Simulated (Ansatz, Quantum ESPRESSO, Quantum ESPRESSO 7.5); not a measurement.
# 2H-WOS, 1 layer: biaxial strain by an ASE script

Aim: band edges, gap and stiffness of 2H-WOS, 1 layer under biaxial strain.

Calculated with Quantum ESPRESSO 7.5; plane-wave DFT, PBE, GBRV ultrasoft pseudopotentials (geometry by Ansatz 0.2.0 with PAW datasets; geometry under PBE).

### Step 1. The starting structure

The cell holds 3 atoms: 1 S, 1 W and 1 O. Cell: a = 3.053 Å, b = 3.053 Å, c = 18.022 Å, α = 90.0°, β = 90.0°, γ = 120.0°. It derives from WOS. Vacuum lies along c.

This sheet is a model structure: its symmetry is held, and its stability is not tested here.

### Step 2. Geometry from Ansatz

A relaxation in Ansatz fixes the structure of this slab for the runs on it.

Contents of input.yaml:

```yaml
crystal:
  lattice:
    - [3.052956, 0.0, 0.0]
    - [-1.526478, 2.6439374526, 0.0]
    - [0.0, 0.0, 18.022203858]
  atoms:
    - { symbol: S, position: [0.3333333333, 0.6666666667, 0.4161533217] }
    - { symbol: W, position: [0.0, 0.0, 0.5167050466] }
    - { symbol: O, position: [0.3333333333, 0.6666666667, 0.5838466783] }
kpoints:
  mp_grid: { grid: [12, 12, 1] }
hamiltonian:
  xc: pbe
scf:
  occupations: { method: fermi_dirac, width: 0.05 }
  convergence: { dr2_threshold: 1.0e-08 }
efield:
  axis: 3
  dipole_correction: true
  ramp_position: 0.97
  ramp_width: 0.04
relax:
  f_tol: 0.01
  cell: { fix: [c, alpha, beta] }
output:
  write_potential: true
  write_density: true
  volumetric_format: npy
```

Started as:

```sh
$ ansatz run input.yaml --threads 2 --pin off --max-ram 4096MiB --backend cpu --events-out ev --progress --plain --runs-dir out
```

Numbers of over 12 decimals in the logs are rounded to 6 here.

The program printed:

```text
Warning: relax.cell: scf.convergence.dr2_threshold = 1e-8 eV is looser than the 3e-10 eV advised for a relaxation that steers and ends on the stress (1e-10 eV for each atom of the cell: 3). What an SCF threshold leaves in a stress goes as its square root, and in the free energy as the threshold itself, and one threshold admits the most on a small cell: [figures from the program's tests cut] Set scf.convergence.dr2_threshold to 3e-10 eV or tighter. The threshold is an SCF's pass mark: one that does not reach it within its budget of iterations ends unconverged, or closes short of it on a stop that the run arms, and scf.convergence.dr2_threshold's page says what that costs each kind of run
Engine: ansatz 0.2.0, aarch64-unknown-linux-gnu
Pseudopotentials: kind: paw
Pseudopotential: S, paw, valence charge 6, recommended cutoff 420 eV (normal), S.paw.azcp
Pseudopotential: W, paw, valence charge 14, recommended cutoff 420 eV (normal), W.paw.azcp
Pseudopotential: O, paw, valence charge 6, recommended cutoff 420 eV (normal), O.paw.azcp
Functional definition: PBE
  parameter kappa = 0.804
  parameter beta = 0.066725
  exchange = pbe_x(kappa = kappa, mu = beta*pi^2/3)
  correlation = pbe_c(beta = beta)
Crystal: 3 atoms, lattice volume = 145.472 Å³
Basis set: ecut = 420 eV, 2821 PW (Γ), exchange–correlation on 48×48×250 points (8 copies of the dense FFT grid, shifted against one another)
Bands: 17, of which v1, the nominal top of the filled ones, is band 13 counted from 1 (12 counted from 0)
Symmetry: 6 space group operations
Space group: P3m1 (ITA 156), of the structure as read, at distance tolerance 5.3e-5 Å
k-points: 19 of 144 (time reversal used)
Non-local potential: S, projectors of the file, l = 0: 2, l = 1: 2, l = 2: 2
Non-local potential: W, projectors of the file, l = 0: 3, l = 1: 2, l = 2: 2, l = 3: 1
Non-local potential: O, projectors of the file, l = 0: 2, l = 1: 2, l = 2: 1
PAW form: soft (Blöchl's): semilocal exchange-correlation on the pseudo side does not see the compensation charge
PAW one-centre angular grid: S, 110 points (default); XC on 64 Gauss nodes
PAW one-centre angular grid: W, 590 points (default); XC on 64 Gauss nodes
PAW one-centre angular grid: O, 110 points (default); XC on 64 Gauss nodes
Initial density: superposition of atomic densities (neutral atoms: chi_scale 0, normalization atom), corrected by the library's trained network
Initial wavefunctions: pseudopotential atomic-orbital guess
Functional: x = pbe(κ = 0.804, μ = 0.219515), c = pbe(β = 0.066725)
SCF iter   1: F=—  HF=-11855.274497 eV  |F-HF|=—  |Δ(HF+E_count)|=         —  Δρ=4.17e-3  dr2=2.89e-2  ethr=1.77e-3  p=-0.072 e·Å  D=-8.97e-2 V/Å  ΔV_dip=1.62 eV  dr2_dipole=5.35e-4  V_vac-E_F(+/−)=6.21/4.59 eV  ⟨swp⟩=9.2  Hψ=2241  notcnv=0
efield: sawtooth ramp at fractional position 0.9700 (set: `efield.ramp_position`, or a place that a band, a saddle search or an elastic batch's reference lends), width 0.0400; the density the first Hamiltonian is built on has a dipole p = -0.072 e·Å; the dipole correction subtracts the counter field D = -8.97e-2 V/Å, which shifts the + side's vacuum level by +1.62 eV against the − side's; the planar-averaged density in the ramp window peaks in size at 4.5e-5 e/Å³
preconditioner: auto → none  [insulator: Δε(μ)=1.435 eV  Ē_g=9.228 eV  σ=0.050 eV  W_gap=1.00  n_scr=10 (ndim 8)  ℏωp=13.1 eV  f_vac=0.659  D(μ)=0.00/eV (n_scr^D=0)  ε∞_Penn≈3.0]
SCF iter   2: F=—  HF=-11855.288132 eV  |F-HF|=—  |Δ(HF+E_count)|=   1.36e-2  Δρ=5.18e-3  dr2=9.78e-2  ethr=1.11e-4  p=-0.057 e·Å  D=-7.15e-2 V/Å  ΔV_dip=1.29 eV  dr2_dipole=1.95e-2  V_vac-E_F(+/−)=5.81/4.52 eV  ⟨swp⟩=3.9  Hψ=959  notcnv=0
SCF iter   3: F=—  HF=-11855.286635 eV  |F-HF|=—  |Δ(HF+E_count)|=   1.50e-3  Δρ=3.89e-3  dr2=1.10e-1  ethr=1.11e-4  p=-0.092 e·Å  D=-1.14e-1 V/Å  ΔV_dip=2.06 eV  dr2_dipole=2.45e-2  V_vac-E_F(+/−)=6.16/4.10 eV  ⟨swp⟩=3.0  Hψ=653  notcnv=0
SCF iter   4: F=—  HF=-11855.280787 eV  |F-HF|=—  |Δ(HF+E_count)|=   5.85e-3  Δρ=2.90e-3  dr2=4.63e-2  ethr=1.11e-4  p=-0.087 e·Å  D=-1.08e-1 V/Å  ΔV_dip=1.94 eV  dr2_dipole=1.02e-2  V_vac-E_F(+/−)=6.13/4.19 eV  ⟨swp⟩=1.0  Hψ=459  notcnv=0
SCF iter   5: F=—  HF=-11855.277186 eV  |F-HF|=—  |Δ(HF+E_count)|=   3.60e-3  Δρ=8.79e-4  dr2=2.79e-3  ethr=1.11e-4  p=-0.080 e·Å  D=-9.94e-2 V/Å  ΔV_dip=1.79 eV  dr2_dipole=5.12e-4  V_vac-E_F(+/−)=6.05/4.26 eV  ⟨swp⟩=2.0  Hψ=422  notcnv=0
SCF iter   6: F=—  HF=-11855.277224 eV  |F-HF|=—  |Δ(HF+E_count)|=   3.72e-5  Δρ=1.75e-4  dr2=4.08e-5  ethr=1.07e-5  p=-0.079 e·Å  D=-9.88e-2 V/Å  ΔV_dip=1.78 eV  dr2_dipole=6.46e-6  V_vac-E_F(+/−)=6.04/4.26 eV  ⟨swp⟩=2.0  Hψ=379  notcnv=0
SCF iter   7: F=—  HF=-11855.277262 eV  |F-HF|=—  |Δ(HF+E_count)|=   3.85e-5  Δρ=4.00e-5  dr2=1.21e-6  ethr=1.57e-7  p=-0.079 e·Å  D=-9.86e-2 V/Å  ΔV_dip=1.78 eV  dr2_dipole=3.06e-8  V_vac-E_F(+/−)=6.04/4.26 eV  ⟨swp⟩=3.3  Hψ=596  notcnv=0
SCF iter   8: F=—  HF=-11855.277237 eV  |F-HF|=—  |Δ(HF+E_count)|=   2.54e-5  Δρ=9.55e-6  dr2=9.35e-8  ethr=4.67e-9  p=-0.079 e·Å  D=-9.85e-2 V/Å  ΔV_dip=1.77 eV  dr2_dipole=2.41e-9  V_vac-E_F(+/−)=6.04/4.26 eV  ⟨swp⟩=2.6  Hψ=625  notcnv=0
SCF iter   9: F=-11855.277237 eV  HF=-11855.277237 eV  |F-HF|=1.41e-8  |Δ(HF+E_count)|=   2.47e-8  Δρ=2.80e-6  dr2=5.68e-9  ethr=3.85e-11  p=-0.079 e·Å  D=-9.85e-2 V/Å  ΔV_dip=1.77 eV  dr2_dipole=7.57e-10  V_vac-E_F(+/−)=6.04/4.26 eV  ⟨swp⟩=9.9  Hψ=2716  notcnv=0
SCF 1 converged in 9 iterations: F = -11855.277237 eV  dr2 = 5.68e-9
  greatest PAW one-centre occupation: 1.000 electrons in one spin orbital (limit 2), on the W atom at site 1 (counted from 0), in its partial waves of l = 0
relax step   1: F+E_penalty+E_count = -11855.27723664 eV  Δ(F+E_penalty+E_count) = +0.000e0 eV  max|allowed force component| = 3.108e0 eV/Å  Δτ_max = 0.0000 Å  P = -5.487 GPa  Ω = 145.472 Å³  fix = [c, alpha, beta]  reactions: c -8.035 GPa  (9 SCF iters, accepted)
Crystal: 3 atoms, lattice volume = 142.959 Å³
Basis set: ecut = 420 eV, 2737 PW (Γ), exchange–correlation on 48×48×250 points (8 copies of the dense FFT grid, shifted against one another)
Initial density: handed on by an earlier stage of this run
Initial wavefunctions: those handed on with the density
iter 1 solved again at ethr=6.45e-4 eV; its pass at ethr=3.10e-3 eV (dr2=1.68e-1 eV) is discarded
SCF iter   1: F=—  HF=-11855.638150 eV  |F-HF|=—  |Δ(HF+E_count)|=         —  Δρ=1.23e-2  dr2=1.89e-1  ethr=6.45e-4  p=-0.078 e·Å  D=-9.85e-2 V/Å  ΔV_dip=1.78 eV  dr2_dipole=2.99e-3  V_vac-E_F(+/−)=6.10/4.32 eV  ⟨swp⟩=1.6  Hψ=2617  notcnv=0
[...]
SCF iter   8: F=—  HF=-11855.672524 eV  |F-HF|=—  |Δ(HF+E_count)|=   1.75e-8  Δρ=3.87e-6  dr2=2.56e-8  ethr=1.57e-9  p=-0.073 e·Å  D=-9.37e-2 V/Å  ΔV_dip=1.69 eV  dr2_dipole=9.52e-10  V_vac-E_F(+/−)=5.71/4.02 eV  ⟨swp⟩=3.0  Hψ=718  notcnv=0
SCF iter   9: F=-11855.672524 eV  HF=-11855.672524 eV  |F-HF|=1.33e-10  |Δ(HF+E_count)|=   4.33e-9  Δρ=1.48e-6  dr2=1.37e-9  ethr=3.85e-11  p=-0.073 e·Å  D=-9.37e-2 V/Å  ΔV_dip=1.69 eV  dr2_dipole=2.12e-11  V_vac-E_F(+/−)=5.71/4.02 eV  ⟨swp⟩=11.5  Hψ=2494  notcnv=0
SCF 3 converged in 9 iterations: F = -11855.672524 eV  dr2 = 1.37e-9
relax step   3: F+E_penalty+E_count = -11855.67252436 eV  Δ(F+E_penalty+E_count) = -8.218e-2 eV  max|allowed force component| = 4.680e-1 eV/Å  Δτ_max = 0.0857 Å  P = -0.351 GPa  Ω = 140.166 Å³  energy of the carried Pulay correction = +3.201e-3 eV  fix = [c, alpha, beta]  reactions: c -1.157 GPa  (9 SCF iters, accepted)
[...]
relax step   4: F+E_penalty+E_count = -11855.67894523 eV  Δ(F+E_penalty+E_count) = -6.421e-3 eV  max|allowed force component| = 8.063e-2 eV/Å  Δτ_max = 0.0199 Å  P = -0.145 GPa  Ω = 141.325 Å³  energy of the carried Pulay correction = +2.492e-3 eV  fix = [c, alpha, beta]  reactions: c -0.097 GPa  (8 SCF iters, accepted)
[...]
relax step   5: F+E_penalty+E_count = -11855.67934814 eV  Δ(F+E_penalty+E_count) = -4.029e-4 eV  max|allowed force component| = 2.166e-3 eV/Å  Δτ_max = 0.0014 Å  P = -0.002 GPa  Ω = 141.060 Å³  energy of the carried Pulay correction = +2.653e-3 eV  fix = [c, alpha, beta]  reactions: c +0.011 GPa  (6 SCF iters, accepted)
Initial wavefunctions: pseudopotential atomic-orbital guess (no wavefunctions were taken with the density)
iter 1 solved again at ethr=6.90e-7 eV; its pass at ethr=3.10e-3 eV (dr2=1.79e-4 eV) is discarded
SCF iter   1: F=—  HF=-11855.677248 eV  |F-HF|=—  |Δ(HF+E_count)|=         —  Δρ=9.30e-5  dr2=1.93e-6  ethr=6.90e-7  p=-0.070 e·Å  D=-8.96e-2 V/Å  ΔV_dip=1.61 eV  dr2_dipole=1.11e-8  V_vac-E_F(+/−)=5.66/4.04 eV  ⟨swp⟩=4.2  Hψ=3398  notcnv=0
efield: sawtooth ramp at fractional position 0.9700 (set: `efield.ramp_position`, or a place that a band, a saddle search or an elastic batch's reference lends), width 0.0400; the density the first Hamiltonian is built on has a dipole p = -0.070 e·Å; the dipole correction subtracts the counter field D = -8.96e-2 V/Å, which shifts the + side's vacuum level by +1.61 eV against the − side's; the planar-averaged density in the ramp window peaks in size at 4.2e-6 e/Å³
SCF iter   2: F=—  HF=-11855.677276 eV  |F-HF|=—  |Δ(HF+E_count)|=   2.77e-5  Δρ=5.19e-5  dr2=3.46e-6  ethr=7.43e-9  p=-0.070 e·Å  D=-8.95e-2 V/Å  ΔV_dip=1.61 eV  dr2_dipole=4.48e-7  V_vac-E_F(+/−)=5.66/4.04 eV  ⟨swp⟩=3.7  Hψ=752  notcnv=0
SCF iter   3: F=—  HF=-11855.677277 eV  |F-HF|=—  |Δ(HF+E_count)|=   1.20e-6  Δρ=4.98e-5  dr2=1.03e-5  ethr=7.43e-9  p=-0.070 e·Å  D=-8.99e-2 V/Å  ΔV_dip=1.62 eV  dr2_dipole=2.39e-6  V_vac-E_F(+/−)=5.66/4.04 eV  ⟨swp⟩=2.5  Hψ=505  notcnv=0  recentre
SCF iter   4: F=—  HF=-11855.677276 eV  |F-HF|=—  |Δ(HF+E_count)|=   9.57e-7  Δρ=1.90e-5  dr2=1.08e-6  ethr=7.43e-9  p=-0.070 e·Å  D=-8.95e-2 V/Å  ΔV_dip=1.61 eV  dr2_dipole=1.56e-7  V_vac-E_F(+/−)=5.66/4.04 eV  ⟨swp⟩=2.6  Hψ=486  notcnv=0
SCF iter   5: F=—  HF=-11855.677276 eV  |F-HF|=—  |Δ(HF+E_count)|=   4.64e-8  Δρ=5.89e-6  dr2=1.64e-8  ethr=4.14e-9  p=-0.070 e·Å  D=-8.96e-2 V/Å  ΔV_dip=1.62 eV  dr2_dipole=9.82e-10  V_vac-E_F(+/−)=5.66/4.04 eV  ⟨swp⟩=2.0  Hψ=373  notcnv=0
SCF iter   6: F=-11855.677276 eV  HF=-11855.677276 eV  |F-HF|=7.82e-10  |Δ(HF+E_count)|=   9.86e-9  Δρ=2.05e-6  dr2=1.80e-9  ethr=3.85e-11  p=-0.070 e·Å  D=-8.96e-2 V/Å  ΔV_dip=1.61 eV  dr2_dipole=1.75e-11  V_vac-E_F(+/−)=5.66/4.04 eV  ⟨swp⟩=13.6  Hψ=2895  notcnv=0
SCF 6 converged in 6 iterations: F = -11855.677276 eV  dr2 = 1.80e-9
relax step   6: F+E_penalty+E_count = -11855.67727642 eV  Δ(F+E_penalty+E_count) = +2.072e-3 eV  max|allowed force component| = 1.709e-3 eV/Å  Δτ_max = 0.0000 Å  P = -0.028 GPa  Ω = 141.060 Å³  fix = [c, alpha, beta]  reactions: c -0.001 GPa  stress off target by 4.19e-2 GPa on what of the cell is left free  SCF on the basis re-selected at this cell (its energy is not comparable with the rows above)  (6 SCF iters)
basis re-selected at this cell: Δ(F+E_penalty+E_count) = +2.072e-3 eV, ΔP = -0.026 GPa vs the last step (what re-selecting the basis moved, of the pressure what is left beyond the Pulay correction that the steps carried, after the strain that the cell walked since its last selection, with what the two solves' SCF thresholds leave and, on support functions, any second-order correction that the steps lacked; it is no m [...]
WARN: The output density's exchange-correlation potential varies sharply where the density is thin. Do not read a vacuum level from v_tot or v_xc, or from such a field of the output density. On a cell that repeats whose density bears no net charge and no dipole along the vacuum's axis use v_es (v_loc + v_h of the components); under efield.dipole_correction with no amplitude use v_es + v_field, which holds any externa [...]
SCF converged after 6 iterations
Free energy (F): -11855.677276 eV
Harris-Foulkes:  -11855.677276 eV  (|F-HF|=7.82e-10)
Internal energy: -11855.677276 eV  (E = F + TS)
E sigma→0 (E₀):  -11855.677276 eV
Fermi energy:    0.694514 eV
Dipole field:    D = -0.089606 V/Å  (p = -0.069852 e·Å, saw-weighted, corrected)
Work function:   Φ+ = 5.6571 eV   Φ− = 4.0421 eV
Levels:          The Fermi level and band energies are counted from a zero that moves with the ramp; work functions are not
--- Per-component energies (eV) ---
  E_band       = -511.853556
  E_kinetic    = 732.587950
  E_local      = -15997.416268  (includes V_loc(G=0)·N_el)
  E_nonlocal   = 76.055705
  E_hartree    = 7630.884988
  E_xc         = -438.059714
  E_vxc        = -420.669290  (∫ρ·V_xc dr)
  E_paw        = -9320.188225  (= ΣΔE_a)
  E_vpaw       = -164.955242  (= ΣTr[D̂ρ^β])
  E_aug_tail   = 0.002362  (compensation charges beyond the density's cutoff)
  E_efield     = 0.003130  (sawtooth field / dipole correction)
  E_vefield    = 0.772026  (∫n·V_field dr)
  E_ewald      = 5460.452796
  E_smearing   = -0.000000  (= −TS)
  E_closure    = -0.000000  (closes the sum)
  Σ components = -11855.677276   (vs F -11855.677276, Δ=0.00e0)
--- Forces (eV/Å), atoms counted from 1 ---
  atom   1  S     -0.00000000     0.00000000     0.00100447
  atom   2  W      0.00000000    -0.00000000    -0.00170299
  atom   3  O      0.00000000    -0.00000000     0.00071632
  max |Σ_I F_I| component: 1.78e-5 eV/Å
--- Stress (GPa, compression-positive) ---
       -0.041943       0.000000       0.000000
        0.000000      -0.041943       0.000000
        0.000000       0.000000      -0.000878
  P = ⅓ Tr σ = -0.0283 GPa (-0.283 kbar)
--- Band table (eV; the first three rows and the last of 19) ---
  k-point 0: bands = [... 9 lower, -3.5557, -2.2993, -2.2993, -0.0669, 2.2641, 2.2641, 2.7906, 2.7906]
  k-point 1: bands = [... 9 lower, -3.5515, -2.5422, -2.4088, -0.1968, 2.1511, 2.2703, 2.5977, 2.9352]
  k-point 2: bands = [... 9 lower, -3.8948, -2.8544, -2.6116, -0.6512, 1.9681, 2.2315, 2.5222, 3.3626]
  k-point 18: bands = [... 9 lower, -5.1002, -4.2749, -3.2729, -1.0182, 1.4765, 3.0605, 3.9123, 4.6610]
--- Relaxed structure (5 steps of the walk, 5 accepted, 1 SCFs on fresh bases) ---
  F+E_penalty+E_count = -11855.67727642 eV   max|allowed force component| = 1.709e-3 eV/Å   (the final SCF, on the basis selected at the relaxed cell)
  cell:  # Å, volume = 141.0602 Å³
    - [3.006304, 0, 0]
    - [-1.503152, 2.603536, 0]
    - [0, 0, 18.022203858]
  atoms:
    - { symbol: S, position: [0.333333, 0.666667, 0.423551] }
    - { symbol: W, position: [-3.1026769125238106e-19, -3.762796953775371e-17, 0.514245] }
    - { symbol: O, position: [0.333333, 0.666667, 0.578909] }
```

Elapsed: 13 s, on 2 threads of Arm Neoverse V2, shared host; peak memory 0.45 GiB; 25 s of CPU time.

Step by step:

| step | energy less that of the first step (eV) | largest force component (eV/Å) | pressure (GPa) | volume (Å³) |
| --- | --- | --- | --- | --- |
| 1 | 0.0000 | 3.1080 | -5.49 | 145.47 |
| 2 | -0.3131 | 1.9745 | 1.50 | 142.96 |
| 3 | -0.3953 | 0.4680 | -0.35 | 140.17 |
| 4 | -0.4017 | 0.0806 | -0.14 | 141.32 |
| 5 | -0.4021 | 0.0022 | 0.00 | 141.06 |
| 6* | -0.4000 | 0.0017 | -0.03 | 141.06 |

Relaxation steps marked * repeat the geometry before them on a plane-wave basis chosen anew for their cell, so energy and pressure can jump there.

| cell as run | before | after | change |
| --- | --- | --- | --- |
| a (Å) | 3.053 | 3.006 | -1.5 % |
| b (Å) | 3.053 | 3.006 | -1.5 % |

The atoms that moved most (Å, along periodic axes as changes of fractional coordinates times the final cell, across vacuum about the mean position):

| atom | dx | dy | dz | length |
| --- | --- | --- | --- | --- |
| S1 | 0.000 | 0.000 | 0.133 | 0.133 |
| O3 | 0.000 | 0.000 | -0.089 | 0.089 |
| W2 | 0.000 | 0.000 | -0.044 | 0.044 |

Final coordinates:

```xyz
3
Lattice="3.0063 0.0000 0.0000 -1.5032 2.6035 0.0000 0.0000 0.0000 18.0222" Properties=species:S:1:pos:R:3
S     0.0000    1.7357    7.6333
W     0.0000    0.0000    9.2678
O     0.0000    1.7357   10.4332
```

This step gave:

```
free energy                                                      : -11855.6773 eV
Fermi energy                                                     : 0.6945 eV
gap by band count                                                : 1.543 eV
symmetry operations                                              : 6
dipole along the normal                                          : -0.06985 e·Å
vacuum level at the upper face over a Fermi level inside the gap : 5.657 eV
vacuum level at the lower face over a Fermi level inside the gap : 4.042 eV
```

(Continued in part 2 of 2.)

[Logs are printed without paths, hosts, clocks, repeated set-up lines and the standing remarks that a program may print on its own settings, such as how far it seeks lower states.]

[Hosts, paths, dates, database ids (printed as entryN), source tags and the programs' standing remarks are cut or masked in the printed files.]

[Maps of the electrostatic potential energy from Ansatz leave out the sawtooth potential of an applied field or a dipole correction, so their vacuum need not be flat; planar profiles and work functions include it.]
